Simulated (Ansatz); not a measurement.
# Amorphous cis-polybutadiene (as short chains C26H42): a series in repeats of the contents

Do the results settle as the cell grows, and how fast does the cost rise?

Computed with Ansatz 0.2.0: Kohn-Sham DFT, PBE+D3(BJ), PAW (set soft_2). Every run is a single point, with the atoms held where the recipe put them (cutoff of the plane-wave runs 420 eV, fixed occupations).

First member: 3 cis-polybutadiene chains of 6 units with methyl end groups placed at random, at 0.81 g/cm³; overlaps pushed apart, then 20 ps at 800 K with MMFF94 bonds, angles, torsions, charges and radii (Halgren, J. Comput. Chem. 17, 490 (1996)) in harmonic and 12-6 forms. Snapshot after 30 ps at 500 K and fixed volume.

Last member: 9 cis-polybutadiene chains of 6 units with methyl end groups placed at random, at 0.81 g/cm³; overlaps pushed apart, then 20 ps at 800 K with MMFF94 bonds, angles, torsions, charges and radii (Halgren, J. Comput. Chem. 17, 490 (1996)) in harmonic and 12-6 forms. Snapshot after 30 ps at 500 K and fixed volume.

The members:

```
repeats of the contents  reduced formula  atoms  valence electrons  k-mesh              basis  density (g/cm³)
                      1           H21C13    204                438   1×1×1        plane waves             0.81
                      2           H21C13    408                876   1×1×1        plane waves             0.81
                      3           H21C13    612               1314   1×1×1  support functions             0.81
```

Each cell is one sample from a classical run, so sample-to-sample scatter enters every column; pressures lack the kinetic term, and hold the strain of bonds inside molecules, whose lengths the classical model set.

The input of the first member, without its atom lines; other members have their own cell and atoms, and may differ in mesh, basis and outputs:

```yaml
crystal:
  lattice:
    - [12.96832, 0.0, 0.0]
    - [0.0, 12.96832, 0.0]
    - [0.0, 0.0, 12.96832]
  atoms:
    [... 204 lines ...]
kpoints:
  mp_grid: { grid: [1, 1, 1] }
hamiltonian:
  xc: pbe
  dispersion: d3bj
scf:
  occupations: { method: fixed }
output:
  forces: true
  stress: true
  populations: true
  dos:
    method: { smearing: { sigma: 0.08 } }
    de: 0.1
    projected: { site_lists: { C: [C], H: [H] } }
  eigenvalues: true
  write_density: true
  write_potential: true
  volumetric_format: npy
```

Results; charges are mean Löwdin charges in e:

```
repeats of the contents  pressure (GPa)  r.m.s. force (eV/Å)  gap (eV)   q(C)   q(H)
                      1            2.65                 1.16                3.88  -0.23  +0.18
                      2            1.93                 1.10                3.79  -0.22  +0.18
                      3               -                 1.21                3.95      -      -
```

The gap is that between the highest filled and lowest empty Kohn-Sham level on the run's k-points, and semilocal functionals tend to put gaps under measured ones. The projection misses up to 0.027 e an atom, so the charges add up to more than the cell's charge. Löwdin charges hang on the projection basis and can even invert the polarity of covalent bonds.

Cost on 8 threads of Arm Neoverse V1, shared host:

```
repeats of the contents  atoms                         basis  k-mesh  SCF cycles     time  host memory (GiB)  Δ force from the first basis (meV/Å)
                      1    204                   plane waves   1×1×1          10     23 s                2.7                                     -
                      1    204             support functions   1×1×1          13     48 s                3.5                                   5.6
                      2    408                   plane waves   1×1×1          10  2.2 min                7.9                                     -
                      2    408             support functions   1×1×1          13  1.9 min                5.9                                   5.6
                      2    408  support functions, truncated   1×1×1          16  4.2 min                6.8                                   5.6
                      3    612             support functions   1×1×1          12  3.3 min                8.1                                     -
                      3    612  support functions, truncated   1×1×1          16  9.6 min                 10                                  0.17
```

Times include the outputs that each run asked for, on hosts shared with other jobs.

What the series shows: The gap is lowest at 2 (3.79 eV) and highest at 3 (3.95 eV), with no steady trend; in single samples it varies with the configuration. Support functions take 2.1 times the wall time of plane waves at 204 atoms and 0.87 times at 408 (the times hold unlike extra outputs; shared hosts, so rough).

**Limits.** The network of contacts between molecules at the start is that of the classical potential that made the cell, and needn't be the one that DFT or experiment would give.

[Logs are printed without paths, hosts, clocks, repeated set-up lines and the standing remarks that a program may print on its own settings, such as how far it seeks lower states.]

[Hosts, paths, dates, database ids (printed as entryN), source tags and the programs' standing remarks are cut or masked in the printed files.]

[The MMFF94 radii named for the starting cell were scaled by 0.96; in molecules described by MMFF94, hydrogen bound to N, O or S took a small fixed 12-6 site in their place.]
